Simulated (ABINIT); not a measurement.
# CdF2 (Fm-3m): G0W0 with ABINIT, start to end

How does a plane-wave GW calculation on CdF2 (Fm-3m) run from the first input to the gap?

Calculated with ABINIT 10.8.3; PBE and many-body steps on it, plane waves.

Most raw output is cut from this account.

### 1. The structure

The structure is cubic, space group Fm-3m (No. 225). Conventional cell: a = 5.388 Å, b = 5.388 Å, c = 5.388 Å, α = 90.00°, β = 90.00°, γ = 90.00°. Cd has 8 F at 2.33 Å nearest. Nearest to F lie 4 Cd at 2.33 Å. Farther neighbours and most contacts between anions are not listed.

The cell and positions come from the Crystallography Open Database and are kept as given unless a step says otherwise.

### 2. Ground state

This step: ABINIT 10.8.3; DFT, PBE, plane waves, norm-conserving pseudopotentials.

The ground-state density comes first.

run.abi reads:

```
acell 3*1.0 Angstrom
rprim 
  0.000000000000 2.694000000000 2.694000000000
  2.694000000000 -0.000000000000 2.694000000000
  2.694000000000 2.694000000000 -0.000000000000
ntypat 2
znucl 48 9
natom 3
typat 1 2 2
xred 
  0.000000000000 0.000000000000 0.000000000000
  0.250000000000 0.250000000000 0.250000000000
  0.750000000000 0.750000000000 0.750000000000
pp_dirpath "pseudos"
pseudos "Cd.upf, F.upf"
ecut 47
ngkpt 6 6 6
nshiftk 1
shiftk 0 0 0
kptopt 1
chksymbreak 0
nband 22
occopt 1
tolvrs 1e-10
nstep 60
prtwf 0
optforces 0
optstress 0
indata_prefix "in"
outdata_prefix "out"
tmpdata_prefix "tmp"
```

Started as:

```console
OMP_NUM_THREADS=1 mpirun -n 8 abinit run.abi > log
```

Run time: 9.7 s. Hardware: 8 MPI ranks of Arm Neoverse V1, shared host; peak memory 0.65 GiB.

This step gave:

| Property | Result |
| --- | --- |
| total energy | -6114.7547 eV |
| gap | 3.144 eV |
| k of the valence top | -0.3333, 0.5, 0.1667 |
| k of the conduction bottom | 0, 0, 0 |
| least direct gap | 3.620 eV |

The gap is indirect, with the least direct gap 0.48 eV higher.

### 3. Bands along the symmetry lines

Levels along a band path, at the cheap level, show where the edges lie and whether the meshes to come will hold them.

run.abi reads:

```
acell 3*1.0 Angstrom
rprim 
  0.000000000000 2.694000000000 2.694000000000
  2.694000000000 -0.000000000000 2.694000000000
  2.694000000000 2.694000000000 -0.000000000000
ntypat 2
znucl 48 9
natom 3
typat 1 2 2
xred 
  0.000000000000 0.000000000000 0.000000000000
  0.250000000000 0.250000000000 0.250000000000
  0.750000000000 0.750000000000 0.750000000000
pp_dirpath "pseudos"
pseudos "Cd.upf, F.upf"
ecut 47
iscf -2
irdden 1
kptopt 0
nkpt 50
kpt 
  0.00000000 0.00000000 0.00000000
  0.06250000 0.00000000 0.06250000
  0.12500000 0.00000000 0.12500000
  0.18750000 0.00000000 0.18750000
  0.25000000 0.00000000 0.25000000
  0.31250000 0.00000000 0.31250000
  0.37500000 0.00000000 0.37500000
  0.43750000 0.00000000 0.43750000
  0.50000000 0.00000000 0.50000000
  0.51562500 0.03125000 0.51562500
  0.53125000 0.06250000 0.53125000
  0.54687500 0.09375000 0.54687500
  0.56250000 0.12500000 0.56250000
  0.57812500 0.15625000 0.57812500
  0.59375000 0.18750000 0.59375000
  0.60937500 0.21875000 0.60937500
  0.62500000 0.25000000 0.62500000
  0.37500000 0.37500000 0.75000000
  0.32812500 0.32812500 0.65625000
  0.28125000 0.28125000 0.56250000
  0.23437500 0.23437500 0.46875000
  0.18750000 0.18750000 0.37500000
  0.14062500 0.14062500 0.28125000
  0.09375000 0.09375000 0.18750000
  0.04687500 0.04687500 0.09375000
  0.00000000 0.00000000 0.00000000
  0.06250000 0.06250000 0.06250000
  0.12500000 0.12500000 0.12500000
  0.18750000 0.18750000 0.18750000
  0.25000000 0.25000000 0.25000000
  0.31250000 0.31250000 0.31250000
  0.37500000 0.37500000 0.37500000
  0.43750000 0.43750000 0.43750000
  0.50000000 0.50000000 0.50000000
  0.50000000 0.46875000 0.53125000
  0.50000000 0.43750000 0.56250000
  0.50000000 0.40625000 0.59375000
  0.50000000 0.37500000 0.62500000
  0.50000000 0.34375000 0.65625000
  0.50000000 0.31250000 0.68750000
  0.50000000 0.28125000 0.71875000
  0.50000000 0.25000000 0.75000000
  0.50000000 0.21875000 0.71875000
  0.50000000 0.18750000 0.68750000
  0.50000000 0.15625000 0.65625000
  0.50000000 0.12500000 0.62500000
  0.50000000 0.09375000 0.59375000
  0.50000000 0.06250000 0.56250000
  0.50000000 0.03125000 0.53125000
  0.50000000 0.00000000 0.50000000
istwfk *1
nband 24
nbdbuf 2
tolwfr 1e-08
nstep 40
prtwf 0
prtvol 0
indata_prefix "in"
outdata_prefix "out"
tmpdata_prefix "tmp"
```

The job ended after 14 s (8 MPI ranks; peak memory 0.58 GiB; 1.8 min of CPU time).

Numbers from this step:

```
gap                        : 3.124 eV
k of the valence top       : 0.5, 0.25, 0.75
k of the conduction bottom : 0, 0, 0
least direct gap           : 3.620 eV
```

The gap is 3.124 eV, −0.020 eV from the run before at this level.

The electronic bands at the labelled points (eV, zero at the top of the highest filled band):

| point | band 14 | band 15 | band 16 | band 17 | band 18 | band 19 | band 20 | band 21 |
| --- | --- | --- | --- | --- | --- | --- | --- | --- |
| Γ | -0.97 | -0.50 | -0.50 | -0.50 | 3.12 | 12.74 | 12.74 | 12.74 |
| halfway | -1.83 | -0.50 | -0.31 | -0.31 | 5.33 | 10.70 | 13.59 | 13.59 |
| X | -2.94 | -0.51 | -0.09 | -0.09 | 8.04 | 9.71 | 11.96 | 14.30 |
| halfway | -2.67 | -0.56 | -0.23 | -0.12 | 8.05 | 10.01 | 11.76 | 14.25 |
| U | -2.30 | -0.95 | -0.35 | -0.20 | 7.99 | 10.79 | 11.16 | 14.50 |
| jump to K | -2.30 | -0.95 | -0.35 | -0.20 | 7.99 | 10.79 | 11.16 | 14.50 |
| halfway | -1.42 | -1.14 | -0.44 | -0.41 | 5.62 | 10.69 | 13.12 | 14.00 |
| Γ | -0.97 | -0.50 | -0.50 | -0.50 | 3.12 | 12.74 | 12.74 | 12.74 |
| halfway | -1.36 | -1.12 | -0.45 | -0.45 | 4.99 | 10.84 | 13.56 | 13.56 |
| L | -1.83 | -1.83 | -0.39 | -0.39 | 7.20 | 9.18 | 14.53 | 14.53 |
| halfway | -1.85 | -1.49 | -0.47 | -0.24 | 7.58 | 9.86 | 12.99 | 13.97 |
| W | -1.52 | -1.52 | -0.60 | 0.00 | 8.10 | 11.53 | 11.72 | 11.72 |
| halfway | -2.48 | -0.56 | -0.53 | -0.04 | 8.07 | 10.29 | 11.71 | 13.39 |
| X | -2.94 | -0.51 | -0.09 | -0.09 | 8.04 | 9.71 | 11.96 | 14.30 |

### 4. Empty states on the mesh, 4×4×4 mesh, 50 bands

The sums over transitions need many empty states on a uniform mesh; this step solves for them.

run.abi reads:

```
acell 3*1.0 Angstrom
rprim 
  0.000000000000 2.694000000000 2.694000000000
  2.694000000000 -0.000000000000 2.694000000000
  2.694000000000 2.694000000000 -0.000000000000
ntypat 2
znucl 48 9
natom 3
typat 1 2 2
xred 
  0.000000000000 0.000000000000 0.000000000000
  0.250000000000 0.250000000000 0.250000000000
  0.750000000000 0.750000000000 0.750000000000
pp_dirpath "pseudos"
pseudos "Cd.upf, F.upf"
ecut 47
ngkpt 4 4 4
nshiftk 1
shiftk 0 0 0
kptopt 1
chksymbreak 0
iscf -2
irdden 1
istwfk *1
nband 50
nbdbuf 4
tolwfr 1e-09
nstep 60
prtvol 0
indata_prefix "in"
outdata_prefix "out"
tmpdata_prefix "tmp"
```

It took 8.4 s on 8 MPI ranks; peak memory 0.54 GiB; 66 s of CPU time.

This step gave:

```yaml
gap: 3.124 eV
k_of_the_valence_top: -0.25, 0.5, 0.25
k_of_the_conduction_bottom: 0, 0, 0
least_direct_gap: 3.620 eV
k_points_computed: 8
lowest_point_of_the_top_converged_band_above_the_valence_top: 45.67 eV
```

On this mesh the gap is 3.124 eV.

### 5. Screening, 4×4×4 mesh, 46 bands, screening to 108.8 eV

The RPA dielectric matrix is built and inverted for each q.

This step: RPA screening on PBE, plane waves, norm-conserving pseudopotentials.

run.abi: that of step 4 with these lines changed.

```diff
@@ -21,10 +21,11 @@
 chksymbreak 0
-iscf -2
-irdden 1
 istwfk *1
-nband 50
-nbdbuf 4
-tolwfr 1e-09
-nstep 60
-prtvol 0
+occopt 1
+irdwfk 1
+optdriver 3
+nband 46
+ecuteps 4
+inclvkb 2
+awtr 1
+symchi 1
 indata_prefix "in"
```

Elapsed: 8.2 s, on 8 MPI ranks; peak memory 1.4 GiB.

This step gave:

```
ε∞ with local fields, on this mesh, along the program's q direction : 2.739
the same without local fields                                       : 2.834
plasma frequency                                                    : 34.62 eV
plane waves in the screening matrix                                 : 113
```

Local fields lower ε∞ by 3 %. On a Γ-centred mesh this coarse the value itself is usually too large, while a short band sum pulls it down.

### 6. Self-energy, 4×4×4 mesh, 46 bands, screening to 108.8 eV

The self-energy is evaluated for the states that the input lists, and the levels follow from it, in one-shot runs by the linearised quasiparticle equation.

This step: G0W0 on PBE, plane waves, norm-conserving pseudopotentials.

run.abi: that of step 5 with these lines changed.

```diff
@@ -24,8 +24,17 @@
 irdwfk 1
-optdriver 3
+optdriver 4
 nband 46
+gwcalctyp 0
+ecutsigx 47
+symsigma 1
+nkptgw 2
+kptgw 
+  -0.2500000000 0.5000000000 0.2500000000
+  0.0000000000 0.0000000000 0.0000000000
+bdgw 
+  16 19
+  15 21
 ecuteps 4
-inclvkb 2
-awtr 1
-symchi 1
+irdscr 1
+ppmodel 1
 indata_prefix "in"
```

It took 3.7 s on 8 MPI ranks; peak memory 1.4 GiB.

Numbers from this step:

```yaml
g0w0_gap_on_the_points_computed: 5.511 eV
starting_gap_on_the_mesh: 3.124 eV
k_of_the_valence_top: -0.25, 0.5, 0.25
k_of_the_conduction_bottom: 0, 0, 0
z_at_the_valence_top: 0.801
z_at_the_conduction_bottom: 0.875
least_direct_g0w0_gap_on_the_computed_points: 6.269 eV
```

The gap on the mesh goes from 3.12 eV to 5.51 eV, a correction of +2.39 eV.

Limits: finite bands, cutoff and mesh; d shell near the gap, gap tends to lie low; no spin-orbit coupling; coarse k mesh. v1 is the top filled band, c1 the lowest empty one. Levels before and after the correction, in eV, zero at the valence-band top of each column:

|  | conduction bottom | valence top |
| --- | --- | --- |
| Kohn-Sham | 3.12 | 0.00 |
| G0W0 | 5.51 | 0.00 |

|  | level | energy (eV) |
| --- | --- | --- |
| Kohn-Sham | (-0.25 0.5 0.25) v2 | -0.599 |
| Kohn-Sham | (-0.25 0.5 0.25) v1 | 0.000 |
| Kohn-Sham | (-0.25 0.5 0.25) c1 | 8.101 |
| Kohn-Sham | (-0.25 0.5 0.25) c2 | 11.529 |
| Kohn-Sham | Γ v3-v1 | -0.496 |
| Kohn-Sham | Γ c1 | 3.124 |
| Kohn-Sham | Γ c2-c4 | 12.741 |
| G0W0 | (-0.25 0.5 0.25) v2 | -0.635 |
| G0W0 | (-0.25 0.5 0.25) v1 | 0.000 |
| G0W0 | (-0.25 0.5 0.25) c1 | 11.684 |
| G0W0 | (-0.25 0.5 0.25) c2 | 13.883 |
| G0W0 | Γ v3-v1 | -0.758 |
| G0W0 | Γ c1 | 5.511 |
| G0W0 | Γ c2-c4 | 15.466 |

### 7. Where the time went

Times are wall times on 8 MPI ranks of Arm Neoverse V1, shared host, good to a factor of about two.

| step | time | share | memory (GiB) |
| --- | --- | --- | --- |
| ground state | 9.7 s | 22 % | 0.65 |
| bands along the symmetry lines | 14 s | 31 % | 0.58 |
| empty states on the mesh | 8.4 s | 19 % | 0.54 |
| screening | 8.2 s | 19 % | 1.4 |
| self-energy | 3.7 s | 9 % | 1.4 |

### 8. Summary of results

| Property | Result |
| --- | --- |
| PBE gap | 3.12 eV, indirect |
| G0W0 gap on the mesh | 5.51 eV |
| GW settings | 4×4×4 mesh, 46 bands, screening to 108.8 eV, Godby-Needs plasmon pole |
| known limits | not at the basis limit; d shell near the gap, gap tends to lie low; no spin-orbit coupling; coarse k mesh |

What this shows: G0W0 moves the gap on the mesh from 3.12 eV to 5.51 eV (+2.39 eV), with Z of 0.80 and 0.88 at the edges. Local fields lower the RPA ε∞ on this mesh from 2.83 to 2.74; a Γ-centred mesh this coarse tends to raise both, most where the direct gap is narrow, while a short band sum lowers them. Only 2 of the mesh's irreducible points were corrected, so a valley elsewhere could overtake. Bands and cutoff are finite, so the gap is not at the basis limit. The miss can reach some tenths of an eV and take either sign; the mesh is an error of its own. In the G0W0 run levels were corrected at 2 k points alone, so a gap called «on the mesh» is the least over those, and an edge elsewhere would be missed. The 4×4×4 mesh is coarse for this cell, which bears on the long-range parts of exchange and screening. A d shell, filled or nearly so, lies near the gap. One-shot GW converges very slowly in bands there, not always from below, and on a semilocal start the gap tends to come out low; starts rich in exact exchange can overshoot instead. The many-body steps are scalar-relativistic: spin-orbit coupling is not in them.

[Paths, hosts, dates, memory and timing lines, banners, echoed tables and standing remarks are left out of the program output.]

[Logs are printed without paths, hosts, clocks, repeated set-up lines and the standing remarks that a program may print on its own settings, such as how far it seeks lower states.]

[Runs of the session that timed out or met a known fault of the program may be left out.]

[Hosts, paths, dates, database ids (printed as entryN), source tags and the programs' standing remarks are cut or masked in the printed files.]

[G0W0 gaps are taken among the corrected bands and points alone; a level outside them can change the order at an edge.]

[Where Ansatz stands beside ABINIT at settings called matched, ABINIT's density can come from a denser mesh and the files from another edition; pairs whose starting gaps differed by over 0.03 eV were left out, so agreement reads better than it is.]
